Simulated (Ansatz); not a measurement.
# SnPt (model cell, started as zinc blende): a soft mode frozen in, part 2 of 2

Which phase does SnPt (model cell, started as zinc blende) fall into along its unstable mode, and how much energy does it gain?

Ansatz 0.2.0; DFT LDA, scalar-relativistic, plane waves, PAW.

So far, highest frequency on the path or at a solved wavevector (cm⁻¹): step 2 (the dispersion) 193. Also lowest frequency on the path (cm⁻¹): step 2 -22.9.

The structure was built from a prototype and need not be the compound's stable phase.

**5. Energy along the mode, all amplitudes (two of the runs are shown above)**

An imaginary frequency means negative curvature, so the energy should fall and then rise again as anharmonic terms take over.

Numbers from this step:

| Property | Result |
| --- | --- |
| depth at the lowest point sampled | 2.241 meV/atom |
| largest atomic shift at that point | 0.22 Å |

Table of energy from the parent by largest atomic shift:

```tsv
largest atomic shift (Å)	energy from the parent (meV/atom)
0.000	0
0.040	-0.183
0.080	-0.683
0.140	-1.70
0.220	-2.24
0.320	2.22
0.450	24.7
```

Displacement at unit largest shift by atom:

```tsv
atom	x (Å)	y (Å)	z (Å)	size
Pt1	0.00	0.00	-0.89	0.89
Pt2	0.00	0.00	0.89	0.89
Sn3	0.00	-1.00	0.00	1.00
Sn4	0.00	1.00	0.00	1.00
```

The lowest of the steps tried is at 0.22 Å, 2.24 meV/atom below the parent; the bottom of the well need not coincide with a step.

**6. Relaxing from the distorted cell**

Starting from the lowest point found, all atoms and the cell are let go, so that strain and other modes of the same symmetry can join in.

input.yaml

```yaml
crystal:
  lattice:
    - [0.0, -2.9533293504, -2.9533293504]
    - [0.0, 2.9533293504, -2.9533293504]
    - [5.9066587008, 0.0, 0.0]
  atoms:
    - { symbol: Pt, position: [0.5330626681, 0.5330626681, 0.5] }
    - { symbol: Pt, position: [-0.0330626681, -0.0330626681, 0.0] }
    - { symbol: Sn, position: [0.0372460999, 0.4627539001, 0.75] }
    - { symbol: Sn, position: [0.4627539001, 0.0372460999, 0.25] }
kpoints:
  mp_grid: { grid: [10, 10, 6] }
hamiltonian:
  xc: lda
scf:
  occupations: { method: methfessel_paxton, width: 0.15 }
output:
  forces: true
  stress: true
  eigenvalues: true
relax:
  adjacent_minimum: "off"
  f_tol: 0.002
  max_steps: 120
  cell: { stress_tol: 0.03 }
```

Started as:

```sh
ansatz run input.yaml --threads 4 --pin off --max-ram 7168MiB --backend cpu --events-out ev --progress --plain --runs-dir out
```

Numbers of over 12 decimals in the logs are rounded to 6 here.

Log:

```text
[...]
Crystal: 4 atoms, lattice volume = 103.038 Å³
Basis set: ecut = 420 eV, 1963 PW (Γ)
Bands: 39, of which v1, the nominal top of the filled ones, is band 32 counted from 1 (31 counted from 0)
Symmetry: 4 space group operations
[...]
k-points: 124 of 600 (time reversal used)
[...]
SCF iter   1: F=—  HF=-36249.149179 eV  |F-HF|=—  |Δ(HF+E_count)|=         —  Δρ=5.68e-3  dr2=1.74e-2  ethr=1.77e-3  ⟨swp⟩=6.7  Hψ=19615  notcnv=0  defer=1
[...]
SCF iter   6: F=-36249.142357 eV  HF=-36249.142357 eV  |F-HF|=4.71e-8  |Δ(HF+E_count)|=   5.63e-8  S|Δr|=    0.00e0  Δρ=9.50e-6  dr2=9.87e-8  ethr=1.56e-10  ⟨swp⟩=9.6  Hψ=23617  notcnv=0
SCF 1 converged in 6 iterations: F = -36249.142357 eV  dr2 = 9.87e-8
[...]
relax step   1: F+E_penalty+E_count = -36249.14235675 eV  Δ(F+E_penalty+E_count) = +0.000e0 eV  max|allowed force component| = 2.818e-2 eV/Å  Δτ_max = 0.0000 Å  P = -1.751 GPa  Ω = 103.038 Å³  (6 SCF iters, dr2 threshold 1.00e-7 eV, accepted)
Crystal: 4 atoms, lattice volume = 99.095 Å³
Basis set: ecut = 420 eV, 1907 PW (Γ)
[...]
SCF iter   6: F=-36249.170737 eV  HF=-36249.170737 eV  |F-HF|=5.22e-8  |Δ(HF+E_count)|=   8.96e-9  S|Δr|=    0.00e0  Δρ=8.52e-6  dr2=8.59e-8  ethr=6.25e-10  ⟨swp⟩=7.0  Hψ=20344  notcnv=0
SCF 2 converged in 6 iterations: F = -36249.170737 eV  dr2 = 8.59e-8
relax step   2: F+E_penalty+E_count = -36249.17073669 eV  Δ(F+E_penalty+E_count) = -2.838e-2 eV  max|allowed force component| = 1.379e-1 eV/Å  Δτ_max = 0.0294 Å  P = +1.628 GPa  Ω = 99.095 Å³  energy of the carried Pulay correction = +1.576e-3 eV  (6 SCF iters, dr2 threshold 4.00e-7 eV, accepted)
Crystal: 4 atoms, lattice volume = 94.416 Å³
Basis set: ecut = 420 eV, 1849 PW (Γ)
[...]
SCF iter   7: F=-36249.325077 eV  HF=-36249.325077 eV  |F-HF|=1.78e-7  |Δ(HF+E_count)|=   4.10e-7  S|Δr|=    0.00e0  Δρ=1.51e-5  dr2=3.76e-7  ethr=6.25e-10  ⟨swp⟩=7.3  Hψ=22507  notcnv=0
SCF 3 converged in 7 iterations: F = -36249.325077 eV  dr2 = 3.76e-7
relax step   3: F+E_penalty+E_count = -36249.32507678 eV  Δ(F+E_penalty+E_count) = -1.543e-1 eV  max|allowed force component| = 4.188e-1 eV/Å  Δτ_max = 0.1805 Å  P = +1.987 GPa  Ω = 94.416 Å³  energy of the carried Pulay correction = +3.529e-3 eV  (7 SCF iters, dr2 threshold 4.00e-7 eV, accepted)
[... from here on, the SCF cycles and remarks between the steps are left out ...]
relax step   4: F+E_penalty+E_count = -36249.63689688 eV  Δ(F+E_penalty+E_count) = -3.118e-1 eV  max|allowed force component| = 7.754e-1 eV/Å  Δτ_max = 0.1679 Å  P = +0.567 GPa  Ω = 90.741 Å³  energy of the carried Pulay correction = +5.129e-3 eV  (7 SCF iters, dr2 threshold 4.00e-7 eV, accepted)
relax step   5: F+E_penalty+E_count = -36250.08849604 eV  Δ(F+E_penalty+E_count) = -4.516e-1 eV  max|allowed force component| = 1.092e0 eV/Å  Δτ_max = 0.1973 Å  P = -2.375 GPa  Ω = 87.569 Å³  energy of the carried Pulay correction = +6.560e-3 eV  (7 SCF iters, dr2 threshold 4.00e-7 eV, accepted)
relax step   6: F+E_penalty+E_count = -36250.48319639 eV  Δ(F+E_penalty+E_count) = -3.947e-1 eV  max|allowed force component| = 1.620e0 eV/Å  Δτ_max = 0.1309 Å  P = +0.690 GPa  Ω = 82.724 Å³  energy of the carried Pulay correction = +8.840e-3 eV  (7 SCF iters, dr2 threshold 4.00e-7 eV, accepted)
relax step   7: F+E_penalty+E_count = -36250.94977794 eV  Δ(F+E_penalty+E_count) = -4.666e-1 eV  max|allowed force component| = 1.077e0 eV/Å  Δτ_max = 0.1946 Å  P = -0.213 GPa  Ω = 80.262 Å³  energy of the carried Pulay correction = +1.005e-2 eV  (7 SCF iters, dr2 threshold 4.00e-7 eV, accepted)
relax step   8: F+E_penalty+E_count = -36251.23891637 eV  Δ(F+E_penalty+E_count) = -2.891e-1 eV  max|allowed force component| = 7.664e-1 eV/Å  Δτ_max = 0.1976 Å  P = +4.023 GPa  Ω = 76.697 Å³  energy of the carried Pulay correction = +1.185e-2 eV  (7 SCF iters, dr2 threshold 4.00e-7 eV, accepted)
relax step   9: F+E_penalty+E_count = -36251.37255742 eV  Δ(F+E_penalty+E_count) = -1.336e-1 eV  max|allowed force component| = 1.174e-1 eV/Å  Δτ_max = 0.1424 Å  P = +0.465 GPa  Ω = 78.119 Å³  energy of the carried Pulay correction = +1.112e-2 eV  (6 SCF iters, dr2 threshold 4.00e-7 eV, accepted)
relax step  10: F+E_penalty+E_count = -36251.38829832 eV  Δ(F+E_penalty+E_count) = -1.574e-2 eV  max|allowed force component| = 3.552e-3 eV/Å  Δτ_max = 0.0397 Å  P = -0.136 GPa  Ω = 78.225 Å³  energy of the carried Pulay correction = +1.107e-2 eV  (5 SCF iters, dr2 threshold 4.00e-7 eV, accepted)
relax step  11: F+E_penalty+E_count = -36251.38857724 eV  Δ(F+E_penalty+E_count) = -2.789e-4 eV  max|allowed force component| = 3.479e-3 eV/Å  Δτ_max = 0.0080 Å  P = -0.114 GPa  Ω = 78.178 Å³  energy of the carried Pulay correction = +1.109e-2 eV  (4 SCF iters, dr2 threshold 3.24e-7 eV, accepted)
relax step  12: F+E_penalty+E_count = -36251.38867186 eV  Δ(F+E_penalty+E_count) = -9.462e-5 eV  max|allowed force component| = 1.279e-4 eV/Å  Δτ_max = 0.0025 Å  P = +0.037 GPa  Ω = 78.114 Å³  energy of the carried Pulay correction = +1.112e-2 eV  (4 SCF iters, dr2 threshold 7.97e-8 eV, accepted)
relax step  13: F+E_penalty+E_count = -36251.38866471 eV  Δ(F+E_penalty+E_count) = +7.155e-6 eV  max|allowed force component| = 6.416e-5 eV/Å  Δτ_max = 0.0000 Å  P = -0.001 GPa  Ω = 78.133 Å³  energy of the carried Pulay correction = +1.111e-2 eV  (4 SCF iters, dr2 threshold 4.64e-9 eV, accepted)
relax step  14: F+E_penalty+E_count = -36251.40814638 eV  Δ(F+E_penalty+E_count) = -1.948e-2 eV  max|allowed force component| = 6.698e-3 eV/Å  Δτ_max = 0.0000 Å  P = +0.407 GPa  Ω = 78.133 Å³  stress off target by 1.30e0 GPa  SCF on the basis re-selected at this cell (its energy is not comparable with the rows above)  (7 SCF iters)
relax step  15: F+E_penalty+E_count = -36251.41277511 eV  Δ(F+E_penalty+E_count) = -4.629e-3 eV  max|allowed force component| = 1.094e-3 eV/Å  Δτ_max = 0.0176 Å  P = +0.105 GPa  Ω = 78.300 Å³  energy of the carried Pulay correction = -8.798e-5 eV  (5 SCF iters, dr2 threshold 4.00e-7 eV, accepted)
relax step  16: F+E_penalty+E_count = -36251.41326027 eV  Δ(F+E_penalty+E_count) = -4.852e-4 eV  max|allowed force component| = 2.826e-4 eV/Å  Δτ_max = 0.0076 Å  P = -0.002 GPa  Ω = 78.356 Å³  energy of the carried Pulay correction = -1.163e-4 eV  (4 SCF iters, dr2 threshold 2.94e-7 eV, accepted)
relax step  17: F+E_penalty+E_count = -36251.41327208 eV  Δ(F+E_penalty+E_count) = -1.180e-5 eV  max|allowed force component| = 2.225e-4 eV/Å  Δτ_max = 0.0011 Å  P = +0.001 GPa  Ω = 78.353 Å³  energy of the carried Pulay correction = -1.147e-4 eV  (5 SCF iters, dr2 threshold 3.49e-9 eV, accepted)
[...]
SCF iter   5: F=-36251.413444 eV  HF=-36251.413444 eV  |F-HF|=0.00e0  |Δ(HF+E_count)|=    0.00e0  S|Δr|=    0.00e0  Δρ=6.54e-8  dr2=5.23e-12  ethr=1.00e-12  ⟨swp⟩=6.3  Hψ=20570  notcnv=0
SCF 18 converged in 5 iterations: F = -36251.413444 eV  dr2 = 5.23e-12
relax step  18: F+E_penalty+E_count = -36251.41344356 eV  Δ(F+E_penalty+E_count) = -1.715e-4 eV  max|allowed force component| = 2.724e-4 eV/Å  Δτ_max = 0.0000 Å  P = -0.000 GPa  Ω = 78.353 Å³  stress off target by 1.21e-2 GPa  SCF on the basis re-selected at this cell (its energy is not comparable with the rows above)  (5 SCF iters)
[...]
SCF converged after 5 iterations
[...]
Free energy (F): -36251.413444 eV
[...]
Internal energy: -36251.412841 eV  (E = F + TS)
E sigma→0 (E₀):  -36251.413293 eV
Entropy (-TS):   -0.000602 eV (-0.151 meV/atom)
Fermi energy:    16.370120 eV
[...]
--- Forces (eV/Å), atoms counted from 1 ---
  atom   1  Pt     0.00000000     0.00000000     0.00010872
  atom   2  Pt     0.00000000     0.00000000    -0.00010872
  atom   3  Sn     0.00000000     0.00027236     0.00000000
  atom   4  Sn     0.00000000    -0.00027236     0.00000000
  max |Σ_I F_I| component: 0.00e0 eV/Å
--- Stress (GPa, compression-positive) ---
       -0.002502       0.000000       0.000000
        0.000000       0.012087       0.000000
        0.000000       0.000000      -0.010026
  P = ⅓ Tr σ = -0.0001 GPa (-0.001 kbar)
--- Band table (eV; the first three rows and the last of 124) ---
  k-point 0: bands = [... 28 lower, 14.4235, 14.4242, 17.6772, 18.1316, 18.1412, 20.1737, 21.1707, 21.7429, ... 3 higher]
  k-point 1: bands = [... 28 lower, 14.1094, 14.1107, 17.1752, 18.5612, 18.5699, 20.2739, 20.6166, 21.6320, ... 3 higher]
  k-point 2: bands = [... 28 lower, 13.4976, 13.4994, 16.6742, 18.7843, 19.4996, 19.5066, 21.2410, 21.2419, ... 3 higher]
  k-point 123: bands = [... 28 lower, 13.3415, 13.3415, 13.7364, 13.7364, 18.0455, 18.0455, 19.8517, 19.8517, ... 3 higher]
--- Relaxed structure (16 steps of the walk, 16 accepted, 2 SCFs on fresh bases) ---
  F+E_penalty+E_count = -36251.41344356 eV   max|allowed force component| = 2.724e-4 eV/Å   (the final SCF, on the basis selected at the relaxed cell)
  cell:  # Å, volume = 78.3534 Å³
    - [0.0, -3.540960, -2.045593]
    - [0.0, 3.540960, -2.045593]
    - [5.408635, 0.0, 0.0]
  atoms:
    - { symbol: Pt, position: [0.750006, 0.750006, 0.5] }
    - { symbol: Pt, position: [-0.250006, -0.250006, 0.0] }
    - { symbol: Sn, position: [0.083430, 0.416570, 0.75] }
    - { symbol: Sn, position: [0.416570, 0.083430, 0.25] }
```

The job ended after 3 min (4 threads of Arm Neoverse V2, shared host; peak memory 0.66 GiB; 12 min of CPU time).

The steps of the relaxation:

```tsv
step	energy less that of the first step (eV)	largest force component (eV/Å)	pressure (GPa)	volume (Å³)
1	0.0000	0.0282	-1.75	103.04
2	-0.0284	0.1379	1.63	99.10
3	-0.1827	0.4188	1.99	94.42
4	-0.4945	0.7754	0.57	90.74
5	-0.9461	1.0922	-2.37	87.57
6	-1.3408	1.6199	0.69	82.72
7	-1.8074	1.0767	-0.21	80.26
8	-2.0966	0.7664	4.02	76.70
9	-2.2302	0.1174	0.47	78.12
10	-2.2459	0.0036	-0.14	78.22
11	-2.2462	0.0035	-0.11	78.18
12	-2.2463	0.0001	0.04	78.11
13	-2.2463	0.0001	0.00	78.13
14*	-2.2658	0.0067	0.41	78.13
15	-2.2704	0.0011	0.11	78.30
16	-2.2709	0.0003	0.00	78.36
17	-2.2709	0.0002	0.00	78.35
18*	-2.2711	0.0003	0.00	78.35
```

Relaxation steps marked * repeat the geometry before them on a plane-wave basis chosen anew for their cell, so energy and pressure can jump there.

Forces are held to the 4 operations that the run works with; a distortion that breaks them can't arise in this run.

```tsv
cell as run	before	after	change
a (Å)	4.177	4.089	-2.1 %
b (Å)	4.177	4.089	-2.1 %
c (Å)	5.907	5.409	-8.4 %
γ (°)	90.00	119.97	+33.3 %
volume (Å³/atom)	25.76	19.59	-24.0 %
```

The atoms that moved most (Å, as changes of fractional coordinates times the final cell):

```tsv
atom	dx	dy	dz	length
Pt1	0.000	0.000	-0.888	0.888
Pt2	0.000	0.000	0.888	0.888
Sn3	0.000	-0.327	0.000	0.327
Sn4	0.000	0.327	0.000	0.327
```

The relaxed structure:

```cif
data_structure
_symmetry_space_group_name_H-M 'P 1'
_symmetry_Int_Tables_number 1
_cell_length_a 4.0894
_cell_length_b 4.0894
_cell_length_c 5.4086
_cell_angle_alpha 90.000
_cell_angle_beta 90.000
_cell_angle_gamma 119.970
_cell_volume 78.35
loop_
_atom_site_label
_atom_site_type_symbol
_atom_site_fract_x
_atom_site_fract_y
_atom_site_fract_z
_atom_site_occupancy
Pt1 Pt 0.75001 0.75001 0.50000 1
Pt2 Pt 0.74999 0.74999 0.00000 1
Sn3 Sn 0.08343 0.41657 0.75000 1
Sn4 Sn 0.41657 0.08343 0.25000 1
```

Numbers from this step:

| Item | Value |
| --- | --- |
| pressure | -1.47e-4 GPa |
| volume per atom | 19.59 Å³ |

The distorted start has space group C222_1; the relaxation ends in P6_3/mmc.

**7. The new phase in its own primitive cell**

The relaxed structure is symmetrised, reduced to its primitive cell and relaxed tightly, as its phonons need.

input.yaml, the sections that differ from step 6:

```yaml
crystal:
  lattice:
    - [4.0893577082, 0.0, 0.0]
    - [-2.0446788541, 3.5414876604, 0.0]
    - [0.0, 0.0, 5.4086350651]
  atoms:
    - { symbol: Pt, position: [0.0, 0.0, 0.5] }
    - { symbol: Pt, position: [0.0, 0.0, 0.0] }
    - { symbol: Sn, position: [0.3333333333, 0.6666666667, 0.75] }
    - { symbol: Sn, position: [0.6666666667, 0.3333333333, 0.25] }
kpoints:
  mp_grid: { grid: [12, 12, 8] }
relax:
  adjacent_minimum: "off"
  f_tol: 0.001
  max_steps: 60
  cell: { stress_tol: 0.01 }
# hamiltonian, scf, output: as in step 6
```

Log:

```text
[...]
Crystal: 4 atoms, lattice volume = 78.330 Å³
Basis set: ecut = 420 eV, 1555 PW (Γ)
Bands: 39, of which v1, the nominal top of the filled ones, is band 32 counted from 1 (31 counted from 0)
Symmetry: 24 space group operations
[...]
k-points: 95 of 1152
[...]
--- Relaxed structure (3 steps of the walk, 2 accepted, 1 SCFs on fresh bases) ---
[...]
cell:  # Å, volume = 78.3795 Å³
    - [4.092019, 0.0, 0]
    - [-2.046009, 3.543792, 0]
    - [0, 0, 5.405012]
  atoms:
    - { symbol: Pt, position: [0, 0, 0.500000] }
    - { symbol: Pt, position: [0, 0, 0] }
    - { symbol: Sn, position: [0.333333, 0.666667, 0.750000] }
    - { symbol: Sn, position: [0.666667, 0.333333, 0.250000] }
[key lines of the parts left out:]
SCF converged after 4 iterations
Free energy (F): -36251.422184 eV
Fermi energy:    16.367094 eV
P = ⅓ Tr σ = -0.0002 GPa (-0.002 kbar)
```

Wall time 13 s (4 threads); peak memory 0.54 GiB; 52 s of CPU time.

Little changed from the start: no atom moved by 0.005 Å and no cell edge by 0.1 %.

Numbers from this step:

| Item | Value |
| --- | --- |
| pressure | -1.65e-4 GPa |

The forces vanish by symmetry and the pressure is 0.000 GPa, within the tolerances set. The cell now holds 19.59 Å³/atom.

**8. Modes of the new phase, k-mesh 12×12×8**

A relaxed structure may still be a saddle point, so its zone-centre modes are computed. No field response is asked, since the mesh shows no gap.

input.yaml, the sections that differ from step 7:

```yaml
crystal:
  lattice:
    - [4.0920187469, 0.0, 0.0]
    - [-2.0460093734, 3.5437921876, 0.0]
    - [0.0, 0.0, 5.4050118207]
  atoms:
    - { symbol: Pt, position: [0.0, 0.0, 0.5] }
    - { symbol: Pt, position: [0.0, 0.0, 0.0] }
    - { symbol: Sn, position: [0.3333333333, 0.6666666667, 0.75] }
    - { symbol: Sn, position: [0.6666666667, 0.3333333333, 0.25] }
output:
  eigenvalues: true
phonons:
  method: dfpt
# kpoints, hamiltonian, scf: as in step 7
# relax: removed
```

Log:

```text
[...]
Crystal: 4 atoms, lattice volume = 78.380 Å³
Basis set: ecut = 420 eV, 1555 PW (Γ), exchange–correlation on 60×60×80 points (8 copies of the dense FFT grid, shifted against one another)
Bands: 39, of which v1, the nominal top of the filled ones, is band 32 counted from 1 (31 counted from 0)
Symmetry: 24 space group operations
k-points: 320 of 1152 (irreducible under 2 space group operations, time reversal used)
[...]
SCF iter   1: F=—  HF=-36251.431377 eV  |F-HF|=—  |Δ(HF+E_count)|=         —  Δρ=7.47e-3  dr2=2.39e-2  ethr=1.77e-3  ⟨swp⟩=6.8  Hψ=50073  notcnv=0  defer=17
[...]
SCF iter   8: F=-36251.422184 eV  HF=-36251.422184 eV  |F-HF|=7.28e-12  |Δ(HF+E_count)|=  8.73e-11  S|Δr|=    0.00e0  Δρ=1.11e-7  dr2=5.44e-12  ethr=1.00e-12  ⟨swp⟩=8.7  Hψ=75183  notcnv=0
SCF 1 converged in 8 iterations: F = -36251.422184 eV  dr2 = 5.44e-12
[...]
DFPT response loops at Γ: preconditioner auto → Kerker (q_TF=auto, 2.638 Å⁻¹) (partly filled bands, converged f_vac=0.011); β = 1.00, the filter's whole step (`scf.mixing.beta` (0.50) is not read by the response loops under this deck's `scf.mixing.preconditioner`; to damp them name `kerker` or `kerker_dos`, under which they read `scf.mixing.beta`, and type it under 1.00, their step now; both keys bind the ground state too); Broyden in place of MSR1
SCF converged after 8 iterations
[...]
Free energy (F): -36251.422184 eV
[...]
Internal energy: -36251.422201 eV  (E = F + TS)
E sigma→0 (E₀):  -36251.422189 eV
Entropy (-TS):   0.000017 eV (0.004 meV/atom)
Fermi energy:    16.367094 eV
[...]
--- Band table (eV; the first three rows and the last of 320) ---
  k-point 0: bands = [... 28 lower, 14.4250, 14.4250, 17.6818, 18.1244, 18.1244, 20.1571, 21.1636, 21.7285, ... 3 higher]
  k-point 1: bands = [... 28 lower, 14.2368, 14.2368, 17.3655, 18.3774, 18.3774, 20.4270, 20.5920, 21.6677, ... 3 higher]
  k-point 2: bands = [... 28 lower, 13.8103, 13.8103, 16.8232, 18.9935, 18.9935, 19.5436, 21.0233, 21.4651, ... 3 higher]
  k-point 319: bands = [... 28 lower, 13.3372, 13.3372, 14.7726, 14.7726, 16.1432, 16.1432, 21.6694, 21.6694, ... 3 higher]
--- Phonons (Γ-DFPT): 4 representative perturbations + reference, on 320 of 1152 k-points (Σ response iterations 12) ---
  k mesh reduced under 2 symmetry operations, with k and −k counted as one. Each operation leaves every solved perturbation unchanged. A smaller set is not used because it would not reduce the number of displacements times k-points to solve
  ASR residual: 6.332e-5 → 0.000e0 eV/Å²; symmetrization residual: 6.898e-5 eV/Å²
  ASR residual per site (eV/Å²): 6.33e-5 6.33e-5 1.34e-5 1.34e-5
  Γ frequencies (cm⁻¹): 0.00 0.00 0.00 79.43 79.43 123.26 145.41 145.41 151.94 168.86 168.86 197.35
  non-analytic LO–TO correction: not included (Born effective charges unavailable; polar crystals: no LO–TO splitting at Γ)
```

Elapsed: 1.9 min, on 4 threads; peak memory 3 GiB.

Numbers from this step:

```
sum-rule residual before enforcement                    : 6.33e-5 eV/Å²
point group                                             : 6/mmm
highest optical mode at the zone centre (no LO-TO term) : 197.3 cm⁻¹
lowest optical zone-centre mode                         : 79.43 cm⁻¹
```

Patterns of degenerate modes are one choice out of their space. The modes at Γ (shares of kinetic energy by element, %):

```tsv
mode	frequency (cm⁻¹)	symmetry	Pt %	Sn %
1	0.0	acoustic	62	38
2	0.0	acoustic	62	38
3	0.0	acoustic	62	38
4	79.4	E2u	100	0
5	79.4	E2u	100	0
6	123.3	A2u	38	62
7	145.4	E2g	0	100
8	145.4	E2g	0	100
9	151.9	B1g	0	100
10	168.9	E1u	38	62
11	168.9	E1u	38	62
12	197.3	B2u	100	0
```

Displacements in mode 4 (79.4 cm⁻¹), the largest set to 1:
```
Pt1  0.00 -1.00  0.00
Pt2  0.00  1.00  0.00
Sn3  0.00  0.00  0.00
Sn4  0.00  0.00  0.00
```

Displacements in mode 12 (197.3 cm⁻¹), the largest set to 1:
```
Pt1  0.00  0.00  1.00
Pt2  0.00  0.00 -1.00
Sn3  0.00  0.00  0.00
Sn4  0.00  0.00  0.00
```

Before it was imposed, the acoustic sum rule was missed by 6.3e-5 eV/Å². Small misses are needed for a sound result but don't prove that mesh and cutoff are converged. The lowest optical mode is real, 79.4 cm⁻¹.

**9. Results**

```yaml
unstable_mode_of_the_parent: q = (0, -0.5, -0.5), 21i cm⁻¹
depth_at_the_lowest_point_sampled: 2.24 meV/atom
largest_atomic_shift_at_that_point: 0.22 Å
space_group_reached_within_0p01_a: P6_3/mmc
energy_gained_over_the_parent_first_relaxation_on_the_mesh_of_the_frozen_mode: 570 meV/atom
volume_per_atom_phase_reached: 19.6 Å³
lowest_optical_zone_centre_mode_phase_reached: 79.4 cm⁻¹
highest_optical_mode_at_the_zone_centre_no_lo_to_term_phase_reached: 197 cm⁻¹
```

Along this mode the structure falls into P6_3/mmc, 570 meV/atom below the parent. At the parent's cell the well is 2.241 meV/atom deep on the steps tried, with its lowest point at a shift of 0.22 Å. Relaxing atoms and cell changes the gain by +567.76 meV/atom against the lowest step (energies at zero smearing). Most of the total comes from this relaxation. The new phase has no imaginary mode at the zone centre of its cell; other wavevectors were not checked. Of the 4 patterns followed to their end from this parent, this one reaches the lowest energy. Each path keeps the symmetry of its pattern, so a lower phase may lie along a pattern not tried. With no gap, or one that is small against the smearing, the frequencies hang on the k mesh and the smearing, most of all near Kohn anomalies. The volume moved by more than a tenth on the k mesh of the start, so the energy gain is rough. Spin-orbit coupling is left out, which can matter for the heavy elements here. The starting cell was built on a prototype and not taken from a measurement, so the phase need not exist.

[Logs are printed without paths, hosts, clocks, repeated set-up lines and the standing remarks that a program may print on its own settings, such as how far it seeks lower states.]

[Hosts, paths, dates, database ids (printed as entryN), source tags and the programs' standing remarks are cut or masked in the printed files.]
